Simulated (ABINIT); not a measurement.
Planning a run of ABINIT 10.8.3 on CsAuBr3 (I4/mmm). The input:

```
acell 3*1.0 Angstrom
rprim 
  -3.879600000000 3.879600000000 5.653950000000
  3.879600000000 -3.879600000000 5.653950000000
  3.879600000000 3.879600000000 -5.653950000000
ntypat 3
znucl 55 79 35
natom 10
typat 1 1 2 2 3 3 3 3 3 3
xred 
  0.750000000000 0.250000000000 0.500000000000
  0.250000000000 0.750000000000 0.500000000000
  0.000000000000 0.000000000000 0.000000000000
  0.500000000000 0.500000000000 0.000000000000
  0.222000000000 0.222000000000 0.444000000000
  0.222000000000 0.778000000000 0.000000000000
  0.778000000000 0.778000000000 0.556000000000
  0.778000000000 0.222000000000 0.000000000000
  0.712200000000 0.712200000000 0.000000000000
  0.287800000000 0.287800000000 0.000000000000
pp_dirpath "pseudos"
pseudos "Cs.upf, Au.upf, Br.upf"
ecut 28
ngkpt 2 2 2
nshiftk 1
shiftk 0 0 0
kptopt 1
chksymbreak 0
istwfk *1
occopt 1
irdwfk 1
optdriver 4
nband 53
gwcalctyp 7
ecutsigx 28
symsigma 1
nkptgw 2
kptgw 
  0.5000000000 0.0000000000 0.0000000000
  0.0000000000 0.0000000000 0.0000000000
bdgw 
  48 51
  48 51
ecuteps 4.2
irdscr 1
indata_prefix "in"
outdata_prefix "out"
tmpdata_prefix "tmp"
```

```sh
OMP_NUM_THREADS=1 mpirun -n 4 abinit run.abi > log
```

**Question.** Estimate wall time and host memory on 4 MPI ranks of Intel Xeon Platinum 8488C (Sapphire Rapids), shared host.

It took 38 s; on shared hardware allow 19 s to 76 s. Peak host memory was 7.9 GiB.

[Paths, hosts, dates, memory and timing lines, banners, echoed tables and standing remarks are left out of the program output.]

[Logs are printed without paths, hosts, clocks, repeated set-up lines and the standing remarks that a program may print on its own settings, such as how far it seeks lower states.]

[Runs of the session that timed out or met a known fault of the program may be left out.]

[Hosts, paths, dates, database ids (printed as entryN), source tags and the programs' standing remarks are cut or masked in the printed files.]

[G0W0 gaps are taken among the corrected bands and points alone; a level outside them can change the order at an edge.]

[Where Ansatz stands beside ABINIT at settings called matched, ABINIT's density can come from a denser mesh and the files from another edition; pairs whose starting gaps differed by over 0.03 eV were left out, so agreement reads better than it is.]
